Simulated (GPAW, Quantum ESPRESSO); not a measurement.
# Core-hole calculation of the C K edge in C (Diamond, Fd-3m), part 2 of 2

Do two independent programs agree on the C K edge of C (Diamond, Fd-3m)? The same cell and functional are run with XSpectra and with GPAW.

Quantum ESPRESSO 7.5 and GPAW 26.7.0; core-hole supercells, plane-wave PAW PBE.

So far. Step 12 (Ground state of the crystal (GPAW)): The mesh shows a gap of 4.15 eV, so the hole is first treated in a charged cell, without the excited electron. Step 13 (Spectrum without a core hole, C atom 1 (GPAW)): Main maxima below 20 eV (height): 4.2 eV (1.55), 5.0 eV (1.55), 7.1 eV (1.29), 9.7 eV (1.71) and 18.1 eV (1.29). 

## 14. Supercell without a hole, the energy reference (GPAW)

Total energies of two programs can't be mixed, so the cell and mesh of GPAW's hole run get a reference energy of their own.

The input, scf.py:

```python
import numpy as np
from ase import Atoms
from ase.parallel import parprint, paropen
from gpaw import GPAW, PW, FermiDirac, Mixer, MixerDif, setup_paths
from gpaw.test import gen
setup_paths.insert(0, '.')
gen('C', name='nch1s', xcname='PBE', corehole=(1, 0, 0), write_xml=True)
from gpaw.mpi import world
world.barrier()

atoms = Atoms('C32',
    cell=[[3.56674, 3.56674, 3.56674],
     [3.56674, -3.56674, 3.56674],
     [3.56674, -3.56674, -3.56674]],
    scaled_positions=[[0.75, 0, 0],
     [0, 0.25, 0],
     [0.75, 0.25, 0.25],
     [0.5, 0, 0.25],
     [0.25, 0.5, 0],
     [0.25, 0, 0.5],
     [0, 0.5, 0.25],
     [0.5, 0.75, 0],
     [0, 0, 0.75],
     [0.75, 0.5, 0.5],
     [0.5, 0.25, 0.5],
     [0.25, 0.75, 0.25],
     [0.25, 0.25, 0.75],
     [0, 0.75, 0.5],
     [0.75, 0.75, 0.75],
     [0.5, 0.5, 0.75],
     [0.5, 0, 0],
     [0.75, 0.25, 0],
     [0.5, 0.25, 0.25],
     [0.25, 0, 0.25],
     [0, 0.5, 0],
     [0, 0, 0.5],
     [0.75, 0.5, 0.25],
     [0.25, 0.75, 0],
     [0.75, 0, 0.75],
     [0.5, 0.5, 0.5],
     [0.25, 0.25, 0.5],
     [0, 0.75, 0.25],
     [0, 0.25, 0.75],
     [0.75, 0.75, 0.5],
     [0.5, 0.75, 0.75],
     [0.25, 0.5, 0.75]],
    pbc=True)
atoms.calc = calc = GPAW(legacy_gpaw=True, mode=PW(500, force_complex_dtype=True), xc='PBE', setups={0: 'nch1s'},
    kpts={'size': (4, 4, 4), 'gamma': True}, occupations=FermiDirac(0.02),
    charge=0, mixer=Mixer(0.1, 5, 50), maxiter=150,
    convergence={'density': 0.0001, 'eigenstates': 1e-6}, txt='scf.txt')
energy = atoms.get_potential_energy() + calc.get_reference_energy()
ef = calc.get_fermi_level()
out = dict(energy=energy, fermi=ef, forces=atoms.get_forces().tolist())
parprint(f'all-electron energy {energy:.4f} eV, Fermi level {ef:.4f} eV')
ev = np.array([[calc.get_eigenvalues(k, s) for k in range(len(calc.get_ibz_k_points()))] for s in range(calc.get_number_of_spins())])
out['homo'], out['lumo'], out['counts'] = ev[ev < ef].max(), ev[ev > ef].min(), sorted(set((ev < ef).sum((0, 2)).tolist()))
out['filled'] = (ev[:, 0] < ef).sum(1).tolist()
import json
with paropen('out.json', 'w') as f:
    json.dump(out, f)
```

Command:

```
OMP_NUM_THREADS=1 mpirun -n 4 gpaw python scf.py
```

Elapsed: 49 s, on 4 MPI ranks of Arm Neoverse V1, shared host; peak memory 0.38 GiB; 3.3 min of CPU time.

Reference energy: -33174.789 eV with the cores included.

## 15. Spectrum with FCH, C atom 1 (GPAW)

The holes are 6.2 Å apart. The excited electron is left out and a uniform background balances the charge. After the field has converged, empty bands are computed with the density fixed and the dipole matrix elements are summed.

The input, xas.py:

```python
import numpy as np
from ase import Atoms
from ase.parallel import parprint, paropen
from gpaw import GPAW, PW, FermiDirac, Mixer, MixerDif, setup_paths
from gpaw.test import gen
setup_paths.insert(0, '.')
gen('C', name='fch1s', xcname='PBE', corehole=(1, 0, 1), write_xml=True)
from gpaw.mpi import world
world.barrier()

atoms = Atoms('C32',
    cell=[[3.56674, 3.56674, 3.56674],
     [3.56674, -3.56674, 3.56674],
     [3.56674, -3.56674, -3.56674]],
    scaled_positions=[[0.75, 0, 0],
     [0, 0.25, 0],
     [0.75, 0.25, 0.25],
     [0.5, 0, 0.25],
     [0.25, 0.5, 0],
     [0.25, 0, 0.5],
     [0, 0.5, 0.25],
     [0.5, 0.75, 0],
     [0, 0, 0.75],
     [0.75, 0.5, 0.5],
     [0.5, 0.25, 0.5],
     [0.25, 0.75, 0.25],
     [0.25, 0.25, 0.75],
     [0, 0.75, 0.5],
     [0.75, 0.75, 0.75],
     [0.5, 0.5, 0.75],
     [0.5, 0, 0],
     [0.75, 0.25, 0],
     [0.5, 0.25, 0.25],
     [0.25, 0, 0.25],
     [0, 0.5, 0],
     [0, 0, 0.5],
     [0.75, 0.5, 0.25],
     [0.25, 0.75, 0],
     [0.75, 0, 0.75],
     [0.5, 0.5, 0.5],
     [0.25, 0.25, 0.5],
     [0, 0.75, 0.25],
     [0, 0.25, 0.75],
     [0.75, 0.75, 0.5],
     [0.5, 0.75, 0.75],
     [0.25, 0.5, 0.75]],
    pbc=True)
atoms.calc = calc = GPAW(legacy_gpaw=True, mode=PW(500, force_complex_dtype=True), xc='PBE', setups={0: 'fch1s'},
    kpts={'size': (4, 4, 4), 'gamma': True}, occupations=FermiDirac(0.02),
    charge=0, mixer=Mixer(0.1, 5, 50), maxiter=150,
    convergence={'density': 0.0001, 'eigenstates': 1e-6}, txt='scf.txt')
energy = atoms.get_potential_energy() + calc.get_reference_energy()
ef = calc.get_fermi_level()
out = dict(energy=energy, fermi=ef, forces=atoms.get_forces().tolist())
parprint(f'all-electron energy {energy:.4f} eV, Fermi level {ef:.4f} eV')
ev = np.array([[calc.get_eigenvalues(k, s) for k in range(len(calc.get_ibz_k_points()))] for s in range(calc.get_number_of_spins())])
out['homo'], out['lumo'], out['counts'] = ev[ev < ef].max(), ev[ev > ef].min(), sorted(set((ev < ef).sum((0, 2)).tolist()))
out['filled'] = (ev[:, 0] < ef).sum(1).tolist()

from ase.units import Ha
from gpaw.xas import dipole_matrix_elements
nb = int(calc.get_number_of_electrons() / 2) + 111
top, nb = nb, nb + 8 + nb // 12
nscf = calc.fixed_density(kpts={'size': (5, 5, 5), 'gamma': True}, nbands=nb,
    convergence={'bands': top, 'eigenstates': 5e-3}, maxiter=60, txt='nscf.txt')
cell = atoms.cell.array
ops = [cell.T @ U.T @ np.linalg.inv(cell.T) for U in nscf.wfs.kd.symmetry.op_scc]
filled = [64]  # bands filled in the ground state, by spin
E = np.arange(-6, 34, 0.1)
fwhm = np.interp(E, [4, 25], [0.9, 3.5])
Y, X, zero, highest = 0, 0, 1e9, 1e9
for spin in range(nscf.get_number_of_spins()):
    wfs = nscf.wfs
    mine = wfs.bd.get_slice()  # this rank's bands
    A = dipole_matrix_elements(wfs.setups[0])
    eps = np.zeros((wfs.kd.nibzkpts, nb))
    d = np.zeros((3, A.shape[1], wfs.kd.nibzkpts, nb), complex)
    for kpt in wfs.kpt_u:
        if kpt.s == spin and 0 in kpt.P_ani:
            eps[kpt.k, mine] = kpt.eps_n * Ha
            d[:, :, kpt.k, mine] = (kpt.weight * wfs.nspins / 2) ** 0.5 * np.inner(A, kpt.P_ani[0])
    world.sum(eps)
    world.sum(d)
    T = np.einsum('amkn,bmkn->abkn', d, d.conj()).real
    T = sum(np.einsum('ai,ijkn,bj->abkn', R, T, R) for R in ops) / len(ops)
    empty = np.ones_like(eps, bool) & (np.arange(nb) >= filled[spin])
    zero, highest = min(zero, eps[empty].min()), min(highest, eps[:, top - 1].min())
    lines = [(eps, T, empty)] if spin == 0 else lines + [(eps, T, empty)]
for eps, T, empty in lines:
    f = np.einsum('aakn->akn', T).reshape(3, -1)
    x = eps.ravel() - zero
    w = np.interp(x, E, fwhm) / 2.35482
    g = np.exp(-0.5 * ((E[:, None] - x) / w) ** 2) / (w * (2 * np.pi) ** 0.5)
    Y = Y + (f * empty.ravel()) @ g.T
    X = X + (f * ~empty.ravel()) @ g.T
out.update(E=E.round(2).tolist(), xas=Y.tolist(), xes=X.tolist(), zero=zero, valid=highest - zero, nk=len(eps), nb=nb)
for i in range(0, len(E), 10):
    parprint(f'{E[i]:7.2f}', *(f'{v:10.3e}' for v in Y[:, i]))
import json
with paropen('out.json', 'w') as f:
    json.dump(out, f)
```

Command:

```
OMP_NUM_THREADS=1 mpirun -n 4 gpaw python xas.py
```

Elapsed: 2.5 min, on 4 MPI ranks; peak memory 0.56 GiB; 10 min of CPU time.

The C K spectrum, C atom 1, full core hole (charged cell) (energy from the lowest empty level; intensity scaled to a mean of 1 over the first 20 eV):

| E (eV) | intensity |
| --- | --- |
| -2.0 | 0.00 |
| -1.4 | 0.00 |
| -0.8 | 0.01 |
| -0.2 | 0.14 |
| 0.4 | 0.73 |
| 1.0 | 2.15 |
| 1.6 | 3.50 |
| 2.2 | 2.32 |
| 2.8 | 1.64 |
| 3.4 | 2.46 |
| 4.0 | 1.78 |
| 4.6 | 0.94 |
| 5.2 | 0.91 |
| 5.8 | 0.91 |
| 6.4 | 0.97 |
| 7.0 | 1.01 |
| 7.6 | 1.04 |
| 8.2 | 1.09 |
| 8.8 | 0.98 |
| 9.4 | 0.85 |
| 10.0 | 0.76 |
| 10.6 | 0.61 |
| 11.2 | 0.44 |
| 11.8 | 0.30 |
| 12.4 | 0.20 |
| 13.0 | 0.19 |
| 13.6 | 0.27 |
| 14.2 | 0.44 |
| 14.8 | 0.64 |
| 15.4 | 0.82 |
| 16.0 | 0.92 |
| 16.6 | 0.92 |
| 17.2 | 0.84 |
| 17.8 | 0.74 |
| 18.4 | 0.64 |
| 19.0 | 0.55 |
| 19.6 | 0.46 |
| 20.2 | 0.37 |
| 20.8 | 0.30 |

Main maxima below 20 eV (height): 1.6 eV (3.50), 3.4 eV (2.46), 8.1 eV (1.09) and 16.3 eV (0.93). 

The hole costs E(hole) − E(ground) = 278.29 eV, and the lowest empty level of the hole cell on the spectrum's mesh lies at 16.08 eV, which puts the zero at 294.37 eV. With the free-atom term of -6.71 eV for this edge, the photon energy is 287.66 eV.

## 16. Excitation energy, C atom 1 (GPAW)

Changed against the first core-hole run: core hole to XCH, with the smearing that suits a partly filled band.

Changes to scf.py since step 14:

```diff
@@ -6,3 +6,3 @@
 setup_paths.insert(0, '.')
-gen('C', name='nch1s', xcname='PBE', corehole=(1, 0, 0), write_xml=True)
+gen('C', name='fch1s', xcname='PBE', corehole=(1, 0, 1), write_xml=True)
 from gpaw.mpi import world
@@ -47,5 +47,5 @@
     pbc=True)
-atoms.calc = calc = GPAW(legacy_gpaw=True, mode=PW(500, force_complex_dtype=True), xc='PBE', setups={0: 'nch1s'},
-    kpts={'size': (4, 4, 4), 'gamma': True}, occupations=FermiDirac(0.02),
-    charge=0, mixer=Mixer(0.1, 5, 50), maxiter=150,
+atoms.calc = calc = GPAW(legacy_gpaw=True, mode=PW(500, force_complex_dtype=True), xc='PBE', setups={0: 'fch1s'},
+    kpts={'size': (4, 4, 4), 'gamma': True}, occupations=FermiDirac(0.04),
+    charge=-1, mixer=Mixer(0.1, 5, 50), maxiter=150,
     convergence={'density': 0.0001, 'eigenstates': 1e-6}, txt='scf.txt')
```

Command:

```
OMP_NUM_THREADS=1 mpirun -n 4 gpaw python scf.py
```

The job ended after 53 s (4 MPI ranks; peak memory 0.38 GiB).

The total-energy difference is 294.72 eV. With the free-atom term of -6.71 eV for this edge, the photon energy is 288.01 eV.

## 17. The two programs side by side

The line shapes differ (Lorentzian half width 0.4 eV up to 4 eV, rising linearly to 1.75 eV at 25 eV (not a setting of the program: the run's 0.4 eV curve was folded afterwards with a further Lorentzian above 4 eV), against Gaussian full width 0.9 eV up to 4 eV, rising linearly to 3.5 eV at 25 eV), so both get a further Gaussian of 1.5 eV full width before they are compared; the Lorentzian tails remain.

| E (eV) | XSpectra | GPAW |
| --- | --- | --- |
| -2.00 | 0.11 | 0.00 |
| -1.25 | 0.19 | 0.03 |
| -0.50 | 0.42 | 0.21 |
| 0.25 | 0.99 | 0.86 |
| 1.00 | 1.89 | 2.00 |
| 1.75 | 2.41 | 2.58 |
| 2.50 | 2.24 | 2.25 |
| 3.25 | 2.06 | 2.03 |
| 4.00 | 1.76 | 1.68 |
| 4.75 | 1.33 | 1.15 |
| 5.50 | 1.10 | 0.95 |
| 6.25 | 1.05 | 0.96 |
| 7.00 | 1.05 | 1.01 |
| 7.75 | 1.03 | 1.04 |
| 8.50 | 0.98 | 1.00 |
| 9.25 | 0.87 | 0.89 |
| 10.00 | 0.75 | 0.74 |
| 10.75 | 0.61 | 0.56 |
| 11.50 | 0.49 | 0.38 |
| 12.25 | 0.40 | 0.26 |
| 13.00 | 0.38 | 0.24 |
| 13.75 | 0.44 | 0.35 |
| 14.50 | 0.55 | 0.54 |
| 15.25 | 0.66 | 0.75 |
| 16.00 | 0.72 | 0.87 |
| 16.75 | 0.72 | 0.87 |
| 17.50 | 0.66 | 0.78 |
| 18.25 | 0.58 | 0.67 |
| 19.00 | 0.50 | 0.55 |
| 19.75 | 0.42 | 0.45 |
| 20.50 | 0.35 | 0.37 |

|  | XSpectra | GPAW |
| --- | --- | --- |
| k mesh of the spectrum | 5×5×5 | 5×5×5 |
| cutoff (eV) | 585 | 500 |
| highest intensity below 16 eV after the common broadening, eV (height) | 1.8 (2.42) | 1.7 (2.58) |
| zero, corrected photon energy (eV) | 287.6 | 287.7 |
| core time, hole field and spectrum | 14 min | 10 min |

## 18. What the core hole does

XSpectra's curves. Both curves are counted from their own zero, so only the shift of weight within the empty states shows.

| E (eV) | no hole | FCH |
| --- | --- | --- |
| -2.0 | 0.04 | 0.09 |
| -1.0 | 0.05 | 0.17 |
| 0.0 | 0.12 | 0.52 |
| 1.0 | 0.31 | 1.88 |
| 2.0 | 0.60 | 2.59 |
| 3.0 | 0.88 | 1.92 |
| 4.0 | 1.34 | 1.75 |
| 5.0 | 1.50 | 1.07 |
| 6.0 | 1.00 | 0.99 |
| 7.0 | 1.29 | 1.04 |
| 8.0 | 1.04 | 1.09 |
| 9.0 | 1.54 | 0.86 |
| 10.0 | 1.50 | 0.83 |
| 11.0 | 1.59 | 0.56 |
| 12.0 | 0.69 | 0.35 |
| 13.0 | 0.34 | 0.21 |
| 14.0 | 0.38 | 0.37 |
| 15.0 | 0.62 | 0.66 |
| 16.0 | 0.82 | 1.02 |
| 17.0 | 1.32 | 0.88 |
| 18.0 | 1.29 | 0.67 |
| 19.0 | 1.37 | 0.61 |
| 20.0 | 0.95 | 0.36 |
| 21.0 | 0.70 | 0.27 |
| 22.0 | 0.47 | 0.22 |
| 23.0 | 0.39 | 0.19 |
| 24.0 | 0.27 | 0.17 |
| 25.0 | 0.28 | 0.14 |
| 26.0 | 0.21 | 0.12 |
| 27.0 | 0.21 | 0.14 |
| 28.0 | 0.27 | 0.20 |
| 29.0 | 0.24 | 0.19 |
| 30.0 | 0.17 | 0.12 |
| 31.0 | 0.11 | 0.08 |
| 32.0 | 0.16 | 0.15 |

With each curve scaled to its own mean, the area from −2 to 6 eV with the hole is 10.6 against 5.2, and the centre of weight from −1 to 20 eV moves by -3.0 eV: the hole pulls the absorber's empty states down.

## 19. Results

| Item | Value |
| --- | --- |
| absorber and edge | C K, atom 1 of the ground-state input (counted from 1) |
| surroundings | 4 C at 1.54 Å (tetrahedral, site symmetry -43m) |
| highest intensity below 16 eV (XSpectra, narrow line) | 1.6 eV above the zero, height 2.98 |
| photon energy of the zero, with the added terms | 287.6 eV (raw 294.3 eV; uncertain by a few eV) |

**Reading.** The two programs agree closely: 9 % r.m.s. remains over the first 14 eV after a relative shift of 0.0 eV, and their photon-energy zeros differ by 0.0 eV. In XSpectra the C K edge of atom 1, with 4 C at 1.54 Å (tetrahedral, site symmetry -43m), has its highest intensity of the first 16 eV at 1.6 eV above the zero, near 289 eV in photon energy (uncertain by a few eV), 3.0 times the mean level of the first 20 eV (Lorentzian half width 0.4 eV). In XSpectra: With each curve scaled to its own mean, the area from −2 to 6 eV with the hole is 10.6 against 5.2, and the centre of weight from −1 to 20 eV moves by -3.0 eV: the hole pulls the absorber's empty states down. In GPAW: With each curve scaled to its own mean, the area from −2 to 6 eV with the hole is 10.4 against 5.2, and the centre of weight from −1 to 20 eV moves by -3.0 eV: the hole pulls the absorber's empty states down. In XSpectra the neutral-cell energy lies +0.4 eV from the charged-cell zero, a gap made of the charged-cell error and of where the added electron settles. In GPAW the neutral-cell energy lies +0.3 eV from the charged-cell zero, a gap made of the charged-cell error and of where the added electron settles. The holes are only 6.2 Å apart, so the shape is probably not converged with cell size; no larger cell was run here. The structure is a published determination, not relaxed.

[Logs are printed without paths, hosts, clocks, repeated set-up lines and the standing remarks that a program may print on its own settings, such as how far it seeks lower states.]

[Hosts, paths, dates, database ids (printed as entryN), source tags and the programs' standing remarks are cut or masked in the printed files.]

[Lists of maxima count a maximum above −3 eV only where it reaches 4 % of the highest in the window and stands out from its surroundings by 2 % of it (1.5 % where it reaches 55 %); shoulders and weaker maxima are passed over, and of the rest the first, up to two pre-edge ones and the few strongest are named.]
